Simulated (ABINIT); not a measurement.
## BaZrSe3 (P1): G0W0 in ABINIT against the plane-wave cutoff

Wanted: the cheapest plane-wave cutoff that holds the gap of BaZrSe3 (P1).

Main program and level: ABINIT 10.8.3; PBEsol and many-body steps on it, plane waves.

Most raw output is cut from this account.

## Step 1: Starting point

The structure is triclinic, space group P1 (No. 1). The conventional cell has a = 5.287 Å, b = 5.296 Å, c = 5.309 Å, α = 89.89°, β = 89.91°, γ = 89.96°. Ba has 12 Se at 3.63 to 3.88 Å nearest. Nearest to Zr lie 6 Se at 2.57 to 2.75 Å. Nearest to Se lie 2 Zr at 2.61 to 2.70 Å and 4 Ba at 3.69 to 3.80 Å. Nearest to Se lie 2 Zr at 2.62 to 2.69 Å and 4 Ba at 3.63 to 3.88 Å. Nearest to Se lie 2 Zr at 2.57 to 2.75 Å and 4 Ba at 3.71 to 3.77 Å. Farther neighbours and most contacts between anions are not listed.

The cell and positions are those that the Materials Project relaxed with its own functionals (PBE, PBE+U or r2SCAN), kept fixed. Spin-orbit coupling is left out unless a step names it.

## Step 2: Empty states on the mesh, 2×2×2 mesh, 302 bands

This step: ABINIT 10.8.3; DFT, PBEsol, plane waves, norm-conserving pseudopotentials.

The sums over transitions need many empty states on a uniform mesh; this step solves for them.

run.abi

```
acell 3*1.0 Angstrom
rprim 
  5.287383000000 -0.000000000000 -0.000000000000
  0.003576000000 5.296392000000 -0.000000000000
  0.007950000000 0.010054000000 5.309462000000
ntypat 3
znucl 56 40 34
natom 5
typat 1 2 3 3 3
xred 
  0.998643000000 0.998478000000 0.998673000000
  0.476578000000 0.490069000000 0.476727000000
  0.488317000000 0.998506000000 0.502693000000
  0.983845000000 0.511636000000 0.518540000000
  0.492614000000 0.501310000000 0.993370000000
pp_dirpath "pseudos"
pseudos "Ba.upf, Zr.upf, Se.upf"
ecut 39
ngkpt 2 2 2
nshiftk 1
shiftk 0 0 0
kptopt 1
chksymbreak 0
iscf -2
irdden 1
istwfk *1
nband 302
nbdbuf 26
tolwfr 1e-09
nstep 60
prtvol 0
indata_prefix "in"
outdata_prefix "out"
tmpdata_prefix "tmp"
```

On the command line:

```sh
> OMP_NUM_THREADS=1 mpirun -n 8 abinit run.abi > log
```

Elapsed: 3.3 min, on 8 MPI ranks of Arm Neoverse V2, shared host; peak memory 1.1 GiB.

This step gave:

| Item | Value |
| --- | --- |
| gap | 0.1573 eV |
| k of the valence top | 0.5, 0.5, 0.5 |
| k of the conduction bottom | 0, 0, 0 |
| least direct gap | 0.6982 eV |
| k points computed | 8 |
| lowest point of the top converged band, above the valence top | 70.1975 eV |

On this mesh the gap is 0.157 eV.

The density comes from a self-consistent run that is not shown.

## Step 3: Empty states on the mesh, 2×2×2 mesh, 104 bands

run.abi: that of step 2 with these lines changed.

```diff
@@ -17,3 +17,3 @@
 pseudos "Ba.upf, Zr.upf, Se.upf"
-ecut 39
+ecut 23
 ngkpt 2 2 2
@@ -26,4 +26,4 @@
 istwfk *1
-nband 302
-nbdbuf 26
+nband 104
+nbdbuf 8
 tolwfr 1e-09
```

Wall time 19 s (8 MPI ranks); peak memory 0.6 GiB; 2.6 min of CPU time.

This step gave:

```yaml
gap: 0.2454 eV
k_of_the_valence_top: 0.5, 0.5, 0.5
k_of_the_conduction_bottom: 0, 0, 0
least_direct_gap: 0.7886 eV
k_points_computed: 8
lowest_point_of_the_top_converged_band_above_the_valence_top: 25.10 eV
```

On this mesh the gap is 0.245 eV.

## Step 4: Empty states on the mesh, 2×2×2 mesh, 104 bands

run.abi: that of step 3 with these lines changed.

```diff
@@ -17,3 +17,3 @@
 pseudos "Ba.upf, Zr.upf, Se.upf"
-ecut 23
+ecut 31
 ngkpt 2 2 2
```

Wall time 30 s (8 MPI ranks); peak memory 0.72 GiB.

This step gave:

```yaml
gap: 0.1627 eV
k_of_the_valence_top: 0.5, 0.5, 0.5
k_of_the_conduction_bottom: 0, 0, 0
least_direct_gap: 0.7037 eV
k_points_computed: 8
lowest_point_of_the_top_converged_band_above_the_valence_top: 24.80 eV
```

On this mesh the gap is 0.163 eV.

## Step 5: Empty states on the mesh, 2×2×2 mesh, 104 bands

run.abi: that of step 4 with these lines changed.

```diff
@@ -17,3 +17,3 @@
 pseudos "Ba.upf, Zr.upf, Se.upf"
-ecut 31
+ecut 49
 ngkpt 2 2 2
```

Run time: 51 s. Hardware: 8 MPI ranks; peak memory 1 GiB; 6.7 min of CPU time.

This step gave:

| Item | Value |
| --- | --- |
| gap | 0.1573 eV |
| k of the valence top | 0.5, 0.5, 0.5 |
| k of the conduction bottom | 0, 0, 0 |
| least direct gap | 0.6982 eV |
| k points computed | 8 |
| lowest point of the top converged band, above the valence top | 24.79 eV |

On this mesh the gap is 0.157 eV.

## Step 6: Screening, 2×2×2 mesh, 96 bands, screening to 106.1 eV

The RPA dielectric matrix is built and inverted for each q.

This step: RPA screening on PBEsol, plane waves, norm-conserving pseudopotentials.

run.abi: that of step 5 with these lines changed.

```diff
@@ -17,3 +17,3 @@
 pseudos "Ba.upf, Zr.upf, Se.upf"
-ecut 49
+ecut 23
 ngkpt 2 2 2
@@ -23,10 +23,11 @@
 chksymbreak 0
-iscf -2
-irdden 1
 istwfk *1
-nband 104
-nbdbuf 8
-tolwfr 1e-09
-nstep 60
-prtvol 0
+occopt 1
+irdwfk 1
+optdriver 3
+nband 96
+ecuteps 3.9
+inclvkb 2
+awtr 1
+symchi 1
 indata_prefix "in"
```

Wall time 21 s (8 MPI ranks); peak memory 2.2 GiB.

Numbers from this step:

* ε∞ with local fields, on this mesh, along the program's q direction: 21.93
* the same without local fields: 27.53
* plasma frequency: 25.48 eV
* plane waves in the screening matrix: 365

Local fields lower ε∞ by 20 %. On a Γ-centred mesh this coarse the value itself is usually too large, while a short band sum pulls it down.

## Step 7: 23 Ha

This step: G0W0 on PBEsol, plane waves, norm-conserving pseudopotentials.

run.abi: that of step 6 with these lines changed.

```diff
@@ -26,8 +26,17 @@
 irdwfk 1
-optdriver 3
+optdriver 4
 nband 96
+gwcalctyp 0
+ecutsigx 23
+symsigma 1
+nkptgw 2
+kptgw 
+  0.5000000000 0.5000000000 0.5000000000
+  0.0000000000 0.0000000000 0.0000000000
+bdgw 
+  34 37
+  34 37
 ecuteps 3.9
-inclvkb 2
-awtr 1
-symchi 1
+irdscr 1
+ppmodel 1
 indata_prefix "in"
```

Elapsed: 7.2 s, on 8 MPI ranks; peak memory 1.6 GiB; 57 s of CPU time.

Numbers from this step:

```yaml
g0w0_gap_on_the_points_computed: 1.820 eV
starting_gap_on_the_mesh: 0.2454 eV
k_of_the_valence_top: 0.5, 0.5, 0.5
k_of_the_conduction_bottom: 0, 0, 0
z_at_the_valence_top: 0.788
z_at_the_conduction_bottom: 0.788
least_direct_g0w0_gap_on_the_computed_points: 2.308 eV
```

## Step 8: Screening, 2×2×2 mesh, 96 bands, screening to 106.1 eV

This step: RPA screening on PBEsol, plane waves, norm-conserving pseudopotentials.

run.abi: that of step 7 with these lines changed.

```diff
@@ -17,3 +17,3 @@
 pseudos "Ba.upf, Zr.upf, Se.upf"
-ecut 23
+ecut 31
 ngkpt 2 2 2
@@ -26,17 +26,8 @@
 irdwfk 1
-optdriver 4
+optdriver 3
 nband 96
-gwcalctyp 0
-ecutsigx 23
-symsigma 1
-nkptgw 2
-kptgw 
-  0.5000000000 0.5000000000 0.5000000000
-  0.0000000000 0.0000000000 0.0000000000
-bdgw 
-  34 37
-  34 37
 ecuteps 3.9
-irdscr 1
-ppmodel 1
+inclvkb 2
+awtr 1
+symchi 1
 indata_prefix "in"
```

Run time: 30 s. Hardware: 8 MPI ranks; peak memory 3.1 GiB.

This step gave:

```yaml
eps_infinity_with_local_fields_on_this_mesh_along_the_program_s_q_direction: 24.16
the_same_without_local_fields: 30.83
plasma_frequency: 25.48 eV
plane_waves_in_the_screening_matrix: 365
```

## Step 9: 31 Ha

The self-energy is evaluated for the states that the input lists, and the levels follow from it, in one-shot runs by the linearised quasiparticle equation.

This step: G0W0 on PBEsol, plane waves, norm-conserving pseudopotentials.

run.abi: that of step 8 with these lines changed.

```diff
@@ -26,8 +26,17 @@
 irdwfk 1
-optdriver 3
+optdriver 4
 nband 96
+gwcalctyp 0
+ecutsigx 31
+symsigma 1
+nkptgw 2
+kptgw 
+  0.5000000000 0.5000000000 0.5000000000
+  0.0000000000 0.0000000000 0.0000000000
+bdgw 
+  34 37
+  34 37
 ecuteps 3.9
-inclvkb 2
-awtr 1
-symchi 1
+irdscr 1
+ppmodel 1
 indata_prefix "in"
```

Wall time 8 s (8 MPI ranks); peak memory 1.9 GiB; 63 s of CPU time.

This step gave:

```yaml
g0w0_gap_on_the_points_computed: 1.651 eV
starting_gap_on_the_mesh: 0.1627 eV
k_of_the_valence_top: 0.5, 0.5, 0.5
k_of_the_conduction_bottom: 0, 0, 0
z_at_the_valence_top: 0.785
z_at_the_conduction_bottom: 0.788
least_direct_g0w0_gap_on_the_computed_points: 2.129 eV
```

The gap on the mesh goes from 0.16 eV to 1.65 eV, a correction of +1.49 eV.

## Step 10: Screening, 2×2×2 mesh, 96 bands, screening to 106.1 eV

This step: RPA screening on PBEsol, plane waves, norm-conserving pseudopotentials.

run.abi: that of step 9 with these lines changed.

```diff
@@ -17,3 +17,3 @@
 pseudos "Ba.upf, Zr.upf, Se.upf"
-ecut 31
+ecut 39
 ngkpt 2 2 2
@@ -26,17 +26,8 @@
 irdwfk 1
-optdriver 4
+optdriver 3
 nband 96
-gwcalctyp 0
-ecutsigx 31
-symsigma 1
-nkptgw 2
-kptgw 
-  0.5000000000 0.5000000000 0.5000000000
-  0.0000000000 0.0000000000 0.0000000000
-bdgw 
-  34 37
-  34 37
 ecuteps 3.9
-irdscr 1
-ppmodel 1
+inclvkb 2
+awtr 1
+symchi 1
 indata_prefix "in"
```

The job ended after 38 s (8 MPI ranks; peak memory 4 GiB).

Numbers from this step:

* ε∞ with local fields, on this mesh, along the program's q direction: 24.34
* the same without local fields: 31.08
* plasma frequency: 25.48 eV
* plane waves in the screening matrix: 365

## Step 11: 39 Ha

This step: G0W0 on PBEsol, plane waves, norm-conserving pseudopotentials.

run.abi: that of step 10 with these lines changed.

```diff
@@ -26,8 +26,17 @@
 irdwfk 1
-optdriver 3
+optdriver 4
 nband 96
+gwcalctyp 0
+ecutsigx 39
+symsigma 1
+nkptgw 2
+kptgw 
+  0.5000000000 0.5000000000 0.5000000000
+  0.0000000000 0.0000000000 0.0000000000
+bdgw 
+  34 37
+  34 37
 ecuteps 3.9
-inclvkb 2
-awtr 1
-symchi 1
+irdscr 1
+ppmodel 1
 indata_prefix "in"
```

Elapsed: 9 s, on 8 MPI ranks; peak memory 2.2 GiB.

This step gave:

| Item | Value |
| --- | --- |
| G0W0 gap on the points computed | 1.640 eV |
| starting gap on the mesh | 0.1573 eV |
| k of the valence top | 0.5, 0.5, 0.5 |
| k of the conduction bottom | 0, 0, 0 |
| least direct G0W0 gap on the computed points | 2.117 eV |

Against the run before, the gap moves by −0.011 eV.

## Step 12: Screening, 2×2×2 mesh, 96 bands, screening to 106.1 eV

This step: RPA screening on PBEsol, plane waves, norm-conserving pseudopotentials.

run.abi: that of step 11 with these lines changed.

```diff
@@ -17,3 +17,3 @@
 pseudos "Ba.upf, Zr.upf, Se.upf"
-ecut 39
+ecut 49
 ngkpt 2 2 2
@@ -26,17 +26,8 @@
 irdwfk 1
-optdriver 4
+optdriver 3
 nband 96
-gwcalctyp 0
-ecutsigx 39
-symsigma 1
-nkptgw 2
-kptgw 
-  0.5000000000 0.5000000000 0.5000000000
-  0.0000000000 0.0000000000 0.0000000000
-bdgw 
-  34 37
-  34 37
 ecuteps 3.9
-irdscr 1
-ppmodel 1
+inclvkb 2
+awtr 1
+symchi 1
 indata_prefix "in"
```

Wall time 54 s (8 MPI ranks); peak memory 5.5 GiB.

Numbers from this step:

* ε∞ with local fields, on this mesh, along the program's q direction: 24.34
* the same without local fields: 31.09
* plasma frequency: 25.48 eV
* plane waves in the screening matrix: 365

## Step 13: 49 Ha

This step: G0W0 on PBEsol, plane waves, norm-conserving pseudopotentials.

run.abi: that of step 12 with these lines changed.

```diff
@@ -26,8 +26,17 @@
 irdwfk 1
-optdriver 3
+optdriver 4
 nband 96
+gwcalctyp 0
+ecutsigx 49
+symsigma 1
+nkptgw 2
+kptgw 
+  0.5000000000 0.5000000000 0.5000000000
+  0.0000000000 0.0000000000 0.0000000000
+bdgw 
+  34 37
+  34 37
 ecuteps 3.9
-inclvkb 2
-awtr 1
-symchi 1
+irdscr 1
+ppmodel 1
 indata_prefix "in"
```

Run time: 10 s. Hardware: 8 MPI ranks; peak memory 2.6 GiB; 81 s of CPU time.

This step gave:

| Quantity | Value |
| --- | --- |
| G0W0 gap on the points computed | 1.640 eV |
| starting gap on the mesh | 0.1573 eV |
| k of the valence top | 0.5, 0.5, 0.5 |
| k of the conduction bottom | 0, 0, 0 |
| least direct G0W0 gap on the computed points | 2.116 eV |

Against the run before, the gap moves by +0.000 eV.

## Step 14: The runs together

Times are wall times on 8 MPI ranks of Arm Neoverse V2, shared host, good to a factor of about two. A run's time includes the screening step that it read.

```tsv
run	mesh	bands	screening cutoff (eV)	DFT gap (eV)	gap on the mesh (eV)	direct (eV)	ε∞ used	time
23 Ha	2×2×2	96	106.1	0.245	1.820	2.308	21.93	28 s
31 Ha	2×2×2	96	106.1	0.163	1.651	2.129	24.16	38 s
39 Ha	2×2×2	96	106.1	0.157	1.640	2.117	24.34	47 s
49 Ha	2×2×2	96	106.1	0.157	1.640	2.116	24.34	65 s
```

## Step 15: Summary of results

```yaml
23_ha: 1.820 eV
31_ha: 1.651 eV
39_ha: 1.640 eV
49_ha: 1.640 eV
known_limits: not at the basis limit; exchange with frozen shells missing; no spin-orbit coupling; coarse k mesh
```

The setting moved: plane-wave cutoff. From 23 Ha to 49 Ha the gap moves by −0.18 eV, for 2.3 times the time. It holds to 0.03 eV from 31 Ha on. Bands and screening cutoff are coupled, so a series along one setting does not show full convergence. Bands and cutoff are finite, so the gap is not at the basis limit. The miss can reach some tenths of an eV and take either sign; the mesh is an error of its own. In the first G0W0 run levels were corrected at 2 k points alone, so a gap called «on the mesh» is the least over those, and an edge elsewhere would be missed. The 2×2×2 mesh is coarse for this cell, which bears on the long-range parts of exchange and screening. The norm-conserving file of at least one element keeps a d shell over frozen s and p shells of the same row. Exchange with those shells is missing from the self-energy, an error of 0.3 to 0.9 eV in cases checked, whose sign depends on which edge lies on those atoms. The many-body steps are scalar-relativistic: spin-orbit coupling is not in them.

[Paths, hosts, dates, memory and timing lines, banners, echoed tables and standing remarks are left out of the program output.]

[Logs are printed without paths, hosts, clocks, repeated set-up lines and the standing remarks that a program may print on its own settings, such as how far it seeks lower states.]

[Runs of the session that timed out or met a known fault of the program may be left out.]

[No measured gap is set beside runs whose start may be inverted or whose files or cutoffs have a known fault.]

[Hosts, paths, dates, database ids (printed as entryN), source tags and the programs' standing remarks are cut or masked in the printed files.]

[G0W0 gaps are taken among the corrected bands and points alone; a level outside them can change the order at an edge.]

[Where Ansatz stands beside ABINIT at settings called matched, ABINIT's density can come from a denser mesh and the files from another edition; pairs whose starting gaps differed by over 0.03 eV were left out, so agreement reads better than it is.]
